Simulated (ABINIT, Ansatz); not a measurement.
# LuAs (Fm-3m): from the cell to the phonon bands, part 4 of 4

How does LuAs (Fm-3m) vibrate, and is this structure a minimum?

ABINIT 10.8.3; DFT PBEsol, scalar-relativistic, plane waves, PseudoDojo norm-conserving pseudopotentials.

So far, highest frequency (cm⁻¹): step 7 (dispersion) 200.

### 9. A second program

A second program on the same cell, potentials, cutoff and meshes tests the implementation of the phonon response, not its convergence.

This step: DFT PBEsol, scalar-relativistic, plane waves, PseudoDojo norm-conserving pseudopotentials (Ansatz 0.2.0).

Input file input.yaml:

```yaml
crystal:
  lattice:
    - [0.0, 2.8038043995, 2.8038043995]
    - [2.8038043995, 0.0, 2.8038043995]
    - [2.8038043995, 2.8038043995, 0.0]
  atoms:
    - { symbol: Lu, position: [0.5, 0.5, 0.5] }
    - { symbol: As, position: [0.0, 0.0, 0.0] }
kpoints:
  mp_grid: { grid: [8, 8, 8] }
hamiltonian:
  xc: pbesol
  pseudopotentials: { kind: nc, accuracy: standard }
scf:
  occupations: { method: gaussian, width: 0.27211 }
output:
  eigenvalues: true
basis:
  ecutwfc: 1251.724
phonons:
  method: dfpt
  qmesh: [2, 2, 2]
  temperatures: { t_max: 1000, t_step: 50 }
  qpath:
    path:
      - [[0.0, 0.0, 0.0], [0.5, 0.0, 0.5], [0.625, 0.25, 0.625]]
      - [[0.375, 0.375, 0.75], [0.0, 0.0, 0.0], [0.5, 0.5, 0.5], [0.5, 0.25, 0.75], [0.5, 0.0, 0.5]]
    npoints: 10
  electrical_resistivity: { temperatures: [77, 300], mesh: [16, 16, 16] }
```

Started as:

```sh
> ansatz run input.yaml --threads 16 --pin off --max-ram 32768MiB --backend cpu --events-out ev --progress --plain --runs-dir out
```

Numbers of over 12 decimals in the logs are rounded to 6 here.

Output:

```text
Warning: basis.ecutwfc = 1251.724 eV is below the records' recommended 1360.569312 eV, and the density's cutoff is lower with it unless basis.ecutrho_ratio is high enough to keep the records' density cutoff: compare with a run at a higher cutoff
Engine: ansatz 0.2.0, aarch64-unknown-linux-gnu
Pseudopotentials: kind: nc
Pseudopotential: Lu, nc, valence charge 25, recommended cutoff 1360.569312 eV (normal), Lu.nc.azcp (PseudoDojo's, or run here from an input of PseudoDojo's; its table is named by hamiltonian.pseudopotentials.accuracy)
Pseudopotential: As, nc, valence charge 15, recommended cutoff 1142.878222 eV (normal), As.nc.azcp (PseudoDojo's, or run here from an input of PseudoDojo's; its table is named by hamiltonian.pseudopotentials.accuracy)
Functional definition: PBEsol
  exchange = pbesol_x
  correlation = pbesol_c
Crystal: 2 atoms, lattice volume = 44.083 Å³
Basis set: ecut = 1251.724 eV, 4477 PW (Γ), exchange–correlation on 96×96×96 points (8 copies of the dense FFT grid, shifted against one another)
Bands: 24, of which v1, the nominal top of the filled ones, is band 20 counted from 1 (19 counted from 0)
Symmetry: 48 space group operations
k-points: 29 of 512
Non-local potential: Lu, projectors of the file, l = 0: 2, l = 1: 2, l = 2: 2, l = 3: 2
Non-local potential: As, projectors of the file, l = 0: 2, l = 1: 2, l = 2: 2
Initial density: superposition of atomic densities (chi_scale 0.1, normalization cell, long waves kept (reshape's long-wave potential 0.00 eV rms))
Initial wavefunctions: pseudopotential atomic-orbital guess
Functional: x = pbesol(κ = 0.804, μ = 0.123457), c = pbesol(β = 0.046)
SCF iter   1: F=—  HF=-9592.934782 eV  |F-HF|=—  |Δ(HF+E_count)|=         —  Δρ=7.29e-2  dr2=2.39e0  ethr=3.10e-3  ⟨swp⟩=4.3  Hψ=2610  notcnv=0
preconditioner: auto → Kerker (q_TF=auto, 2.684 Å⁻¹)  [metal: Δε(μ)=0.139 eV  Ē_g=19.307 eV  σ=0.272 eV  W_gap=0.28  n_scr=14 (ndim 8)  ℏωp=34.5 eV  f_vac=0.000  D(μ)=0.41/eV (n_scr^D=0)]
SCF iter   2: F=—  HF=-9592.213988 eV  |F-HF|=—  |Δ(HF+E_count)|=   7.21e-1  Δρ=3.39e-2  dr2=5.48e-1  ethr=3.10e-3  ⟨swp⟩=3.9  Hψ=1638  notcnv=0
SCF iter   3: F=—  HF=-9592.010466 eV  |F-HF|=—  |Δ(HF+E_count)|=   2.04e-1  Δρ=6.62e-3  dr2=1.09e-2  ethr=1.37e-3  ⟨swp⟩=2.6  Hψ=1600  notcnv=0
SCF iter   4: F=—  HF=-9592.010080 eV  |F-HF|=—  |Δ(HF+E_count)|=   3.86e-4  Δρ=1.83e-3  dr2=1.95e-3  ethr=2.74e-5  ⟨swp⟩=1.1  Hψ=930  notcnv=0
SCF iter   5: F=—  HF=-9592.009888 eV  |F-HF|=—  |Δ(HF+E_count)|=   1.92e-4  Δρ=3.51e-4  dr2=4.55e-5  ethr=4.88e-6  ⟨swp⟩=2.0  Hψ=1005  notcnv=0
SCF iter   6: F=—  HF=-9592.009905 eV  |F-HF|=—  |Δ(HF+E_count)|=   1.73e-5  Δρ=1.21e-4  dr2=5.94e-6  ethr=1.14e-7  ⟨swp⟩=2.2  Hψ=1162  notcnv=0
SCF iter   7: F=—  HF=-9592.009886 eV  |F-HF|=—  |Δ(HF+E_count)|=   1.90e-5  Δρ=2.78e-5  dr2=1.20e-7  ethr=1.48e-8  ⟨swp⟩=2.0  Hψ=1151  notcnv=0
SCF iter   8: F=—  HF=-9592.009662 eV  |F-HF|=—  |Δ(HF+E_count)|=   2.24e-4  Δρ=5.89e-6  dr2=5.83e-9  ethr=3.00e-10  ⟨swp⟩=2.1  Hψ=1238  notcnv=0
SCF iter   9: F=—  HF=-9592.009662 eV  |F-HF|=—  |Δ(HF+E_count)|=  9.57e-10  Δρ=5.66e-7  dr2=6.01e-11  ethr=1.46e-11  ⟨swp⟩=2.0  Hψ=1264  notcnv=0
SCF iter  10: F=-9592.009662 eV  HF=-9592.009662 eV  |F-HF|=7.28e-12  |Δ(HF+E_count)|=  3.82e-11  Δρ=7.89e-8  dr2=1.61e-12  ethr=1.00e-12  ⟨swp⟩=7.8  Hψ=4153  notcnv=0
SCF 1 converged in 10 iterations: F = -9592.009662 eV  dr2 = 1.61e-12
Initial density: read from a saved state, or passed on in memory by an earlier SCF of this step, an earlier step, the calling program or the single point that the run made first
[...]
eigensolver tolerance schedule: the retry pair's looser diagonalisation over-reported the residual by 102044.49 of it (diagonalisation noise at an unbounded share of the residual, at the tolerance the schedule requests for it); recorded, not acted on — ethr = c·dr2/N_el stays at c = 1.0e-1
preconditioner: auto → Kerker (q_TF=auto, 2.684 Å⁻¹)  [metal: Δε(μ)=0.284 eV  Ē_g=12.929 eV  σ=0.272 eV  W_gap=0.49  n_scr=14 (ndim 8)  ℏωp=29.6 eV  f_vac=0.000  D(μ)=0.26/eV (n_scr^D=0)]
[...]
SCF 2 converged in 4 iterations: F = -9592.009662 eV  dr2 = 6.54e-12
phonons: the bands overlap, so this run is a metal and interpolates without the dipole-dipole term. If the crystal is really an insulator or semiconductor, its LO-TO splitting is missing
NSCF: frozen V_eff on 29 k-points
NSCF: frozen V_eff on 59 k-points
DFPT response loops at q = (0, 0, 0) (fractional): preconditioner auto → Kerker (q_TF=auto, 2.684 Å⁻¹) (partly filled bands, converged f_vac=0.000); β = 1.00, the filter's whole step (`scf.mixing.beta` (0.50) is not read by the response loops under this deck's `scf.mixing.preconditioner`; to damp them name `kerker` or `kerker_dos`, under which they read `scf.mixing.beta`, and type it under 1.00, their step now; both keys bind the ground state too); Broyden in place of MSR1
NSCF: frozen V_eff on 300 k-points
DFPT response loops at q = (0, 0, -0.5) (fractional): mixed as the last ones told, above
NSCF: frozen V_eff on 190 k-points
DFPT response loops at q = (0, -0.5, -0.5) (fractional): mixed as the last ones told, above
SCF iter   1: F=—  HF=-9592.934782 eV  |F-HF|=—  |Δ(HF+E_count)|=         —  Δρ=7.29e-2  dr2=2.39e0  ethr=3.10e-3  ⟨swp⟩=4.3  Hψ=2610  notcnv=0
SCF iter   2: F=—  HF=-9592.213988 eV  |F-HF|=—  |Δ(HF+E_count)|=   7.21e-1  Δρ=3.39e-2  dr2=5.48e-1  ethr=3.10e-3  ⟨swp⟩=3.9  Hψ=1638  notcnv=0
SCF iter   3: F=—  HF=-9592.010466 eV  |F-HF|=—  |Δ(HF+E_count)|=   2.04e-1  Δρ=6.62e-3  dr2=1.09e-2  ethr=1.37e-3  ⟨swp⟩=2.6  Hψ=1600  notcnv=0
SCF iter   4: F=—  HF=-9592.010080 eV  |F-HF|=—  |Δ(HF+E_count)|=   3.86e-4  Δρ=1.83e-3  dr2=1.95e-3  ethr=2.74e-5  ⟨swp⟩=1.1  Hψ=930  notcnv=0
SCF iter   5: F=—  HF=-9592.009888 eV  |F-HF|=—  |Δ(HF+E_count)|=   1.92e-4  Δρ=3.51e-4  dr2=4.55e-5  ethr=4.88e-6  ⟨swp⟩=2.0  Hψ=1005  notcnv=0
SCF iter   6: F=—  HF=-9592.009905 eV  |F-HF|=—  |Δ(HF+E_count)|=   1.73e-5  Δρ=1.21e-4  dr2=5.94e-6  ethr=1.14e-7  ⟨swp⟩=2.2  Hψ=1162  notcnv=0
SCF iter   7: F=—  HF=-9592.009886 eV  |F-HF|=—  |Δ(HF+E_count)|=   1.90e-5  Δρ=2.78e-5  dr2=1.20e-7  ethr=1.48e-8  ⟨swp⟩=2.0  Hψ=1151  notcnv=0
SCF iter   8: F=—  HF=-9592.009662 eV  |F-HF|=—  |Δ(HF+E_count)|=   2.24e-4  Δρ=5.89e-6  dr2=5.83e-9  ethr=3.00e-10  ⟨swp⟩=2.1  Hψ=1238  notcnv=0
SCF iter   9: F=—  HF=-9592.009662 eV  |F-HF|=—  |Δ(HF+E_count)|=  9.57e-10  Δρ=5.66e-7  dr2=6.01e-11  ethr=1.46e-11  ⟨swp⟩=2.0  Hψ=1264  notcnv=0
SCF iter  10: F=-9592.009662 eV  HF=-9592.009662 eV  |F-HF|=5.46e-12  |Δ(HF+E_count)|=  3.82e-11  Δρ=7.91e-8  dr2=1.63e-12  ethr=1.00e-12  ⟨swp⟩=3.8  Hψ=2056  notcnv=0
SCF 3 converged in 10 iterations: F = -9592.009662 eV  dr2 = 1.63e-12
NSCF: frozen V_eff on 29 k-points
NSCF: frozen V_eff on 29 k-points
[...]
SCF converged after 10 iterations
Free energy (F): -9592.009662 eV
Harris-Foulkes:  -9592.009662 eV  (|F-HF|=7.28e-12)
Internal energy: -9592.000188 eV  (E = F + TS)
E sigma→0 (E₀):  -9592.004925 eV
Entropy (-TS):   -0.009474 eV (-4.737 meV/atom)
Fermi energy:    14.690489 eV
--- Per-component energies (eV) ---
  E_band       = -129.584798
  E_kinetic    = 6255.221613
  E_local      = -8273.140916  (includes V_loc(G=0)·N_el)
  E_nonlocal   = -2884.356416
  E_hartree    = 3008.067748
  E_xc         = -1644.752676
  E_vxc        = -1243.444505  (∫ρ·V_xc dr)
  E_ewald      = -6053.039540
  E_smearing   = -0.009474  (= −TS)
  E_closure    = -0.000000  (closes the sum)
  Σ components = -9592.009662   (vs F -9592.009662, Δ=0.00e0)
--- Band table (eV; the first three rows and the last of 29) ---
  k-point 0: bands = [... 16 lower, 10.1576, 15.4379, 15.4379, 15.4379, 16.1920, 16.1920, 16.1920, 17.1602]
  k-point 1: bands = [... 16 lower, 10.1579, 13.8273, 14.5120, 14.5120, 16.5544, 16.5544, 16.6176, 18.2957]
  k-point 2: bands = [... 16 lower, 10.1586, 11.8559, 13.4582, 13.4582, 16.8983, 17.2916, 17.2916, 20.2318]
  k-point 28: bands = [... 16 lower, 10.1698, 11.8730, 11.8730, 11.9520, 17.8041, 17.8041, 18.1803, 19.9505]
--- Phonons (Γ-DFPT): 2 representative perturbations + reference (Σ response iterations 8) ---
  ASR residual: 1.495e-4 → 0.000e0 eV/Å²; symmetrization residual: 3.316e-7 eV/Å²
  ASR residual per site (eV/Å²): 1.50e-4 3.21e-5
  Γ frequencies (cm⁻¹): 0.00 0.00 0.00 177.41 177.41 177.41
--- Phonons (arbitrary-q DFPT): 3 irreducible q on the 2×2×2 mesh ---
  q = [0.0000, 0.0000, 0.0000] (star 1, of the zone-centre solve; hermiticity 1.09e-7, symmetrization 3.19e-14): -0.00 -0.00 0.00 177.41 177.41 177.41
  q = [0.0000, 0.0000, -0.5000] (star 4, 2 solved perturbations on 150 of 512 k-point pairs; hermiticity 1.35e-12, symmetrization 2.18e-12): 97.22 97.22 148.88 169.29 169.29 199.86
  q = [0.0000, -0.5000, -0.5000] (star 3, 4 solved perturbations in 308 linear systems a pass and spin channel, the states on 95 of 512 k-point pairs; hermiticity 1.11e-7, symmetrization 1.56e-12): 72.86 72.86 88.27 177.30 177.30 198.00
  sum rule: each row above includes the acoustic sum rule's correction from the zone centre's row sums; it moved no ω² by more than (0.48 cm⁻¹)²
  mesh force constants: q→R imaginary residual 3.51e-17; ASR residual 1.495e-4 → 0.000e0 eV/Å²; symmetrization residual 7.994e-15 eV/Å²
  interpolated dispersion: 62 rows × 6 modes
  density of states and harmonic sums: on the 20×20×20 q-mesh, interpolated from the force constants of a 2×2×2 supercell (no non-analytic term)
  largest difference from the sums on the solved wave vectors: F 7.86e-2 eV, S 1.11e-4 and C_V 3.23e-5 eV/K
  zero-point energy: 0.050994 eV/cell   skipped modes (ω ≤ 0): 3   left out of the sums: 6.25e-5 of the cell's modes: C_V's classical limit lies that fraction below 3 k_B per atom; for a crystal, a wire or a layer, F and S can be off by more, and a phonons.interpolated_qmesh denser along its periods is the remedy for the sampling
--- Electrical resistivity: potentials and phonons of a 2×2×2 supercell ---
  scattering by harmonic phonons alone, with no dipole-dipole term; scattering by other electrons, impurities, surfaces and spin disorder is left out, and so is spin–orbit coupling
  the resistivity is that of a variational response, whose dependence on the energy is improved iteratively
  at the Fermi level of each mesh (of a tensor a third of its trace):
           mesh   spin    states/(eV spin)  plasma energy (eV)         λ      λ_tr    ħω_log (meV)
       16×16×16                     0.1183              2.8847    0.1163    0.1248          17.831
          8×8×8                     0.1160              2.4964    0.1110    0.1155          18.533
          4×4×4                     0.1185              1.9124    0.1088    0.1145          18.537
  resistivity on the deck's mesh, µΩ·cm:
     T (K)       trace/3  mesh converged            xx            yy            zz    lowest order   relaxation time
     77.00      2.0096e0              no      2.0096e0      2.0096e0      2.0096e0        2.4043e0          1.9457e0
    300.00      1.6927e1              no      1.6927e1      1.6927e1      1.6927e1        1.7205e1          1.6019e1
  mean free path at 77 K (of a tensor a third of its trace): 277 nm by what each carries, 232 by the Fermi surface alone
  mean free path at 300 K (of a tensor a third of its trace): 29.6 nm by what each carries, 27.6 by the Fermi surface alone
  the resistivity times a path that all electrons share, by the Fermi surface of the deck's mesh alone (a third of the trace): 4.667e-15 Ω·m²
  not converged in the mesh (λ; λ_tr; the resistivity at 77 K by 21.29 %; the resistivity at 300 K by 23.36 %): between neighbouring meshes, the two finest first, λ moves by 4.58 % and 1.95 %, λ_tr by 7.43 % and 0.90 % and the resistivity by up to 23.36 % and 82.96 %; an estimate, no bound, puts it up to 5.6e-7 % above the Boltzmann equation's exact value after up to 3 iterations (at most 30 are made, fewer where the estimate is under 1.0e-6 % of each spin channel's own resistivity)
  vibrations of 8 cells: unjudged by the run; compare a larger repeat
  the changes of the potential over all sites missed a rigid shift's by 0.00 % (the site terms' by 0.00 %)
  at the force constants' own smearing the fine mesh and the k-points of their solves give squared frequencies that differ by 0.9 % of the larger at the most, at (0, 0, 0)
```

Wall time 64 s (16 threads of Arm Neoverse V2, shared host); peak memory 2.5 GiB.

Read from the output:

- sum-rule residual before enforcement: 1.50e-4 eV/Å²
- mean frequency: 137.1 cm⁻¹
- Debye temperature (second moment): 269 K
- logarithmic mean frequency: 127.9 cm⁻¹
- zero-point energy per atom: 25.5 meV
- heat capacity at 300 K: 23.97 J/(mol atoms K)
- vibrational entropy at 300 K: 37.64 J/(mol atoms K)

### 10. Side by side: ABINIT PseudoDojo and Ansatz, PseudoDojo

Worked out from the results:

- root-mean-square difference: 0.02 cm⁻¹
- largest difference: 0.04 cm⁻¹
- root-mean-square difference on the path: 0 cm⁻¹
- largest difference on the path: 0.1 cm⁻¹

The interpolated bands of the two lie on top of each other.

At the solved wavevectors the largest difference (acoustic modes at Γ apart) is 0.02 % of the highest mode.

### 11. Summary of results

```
space group after relaxation                                       : Fm-3m
volume per atom                                                    : 22.0 Å³
highest optical zone-centre mode (no LO-TO term)                   : 177.4 cm⁻¹
q mesh                                                             : 2×2×2
lowest mode on the q mesh (acoustic ones at the zone centre apart) : 72.9 cm⁻¹
zero-point energy per atom                                         : 25.4 meV
heat capacity at 300 K                                             : 24.0 J/(mol atoms K)
vibrational entropy at 300 K                                       : 37.7 J/(mol atoms K)
imaginary modes on the q mesh                                      : none
largest difference from Ansatz, PseudoDojo                         : 0.04 cm⁻¹
```

What this shows: LuAs (Fm-3m) is dynamically stable on the 2×2×2 mesh; its spectrum reaches 200 cm⁻¹. At the PBEsol level the optical modes of LuAs (Fm-3m) at the zone centre lie at 177 cm⁻¹. The base run prints -0.51 GPa, mostly the error of a finite basis; the relaxation, with a smoothed and higher cutoff, had brought the cell to rest. ABINIT PseudoDojo and Ansatz, PseudoDojo agree to 0.04 cm⁻¹ (0.02 % of the highest mode compared) on all solved modes but the acoustic ones at Γ, without the LO-TO term. These are harmonic frequencies at zero temperature: anharmonic shifts and linewidths and thermal expansion are left out. Spin-orbit coupling is left out, which can matter for the heavy elements here. In a metal the frequencies hang on the k mesh and the smearing, most of all near Kohn anomalies. Ansatz warns that the cutoff lies 8 % under the one recommended for these files; agreement at one cutoff is not convergence. Electron-phonon sums were run after this but are left out, since no second program bore their λ out within 30 %; a λ that a log prints is not taken as a result. The q mesh stands for a supercell only 7.9 Å across, so branches between the solved wavevectors are rough. The structure comes from a database and need not be the phase that is stable at ambient conditions.

[Host names and launcher messages were left out of these logs when they were recorded.]

[Logs are printed without paths, hosts, clocks, repeated set-up lines and the standing remarks that a program may print on its own settings, such as how far it seeks lower states.]

[Hosts, paths, dates, database ids (printed as entryN), source tags and the programs' standing remarks are cut or masked in the printed files.]
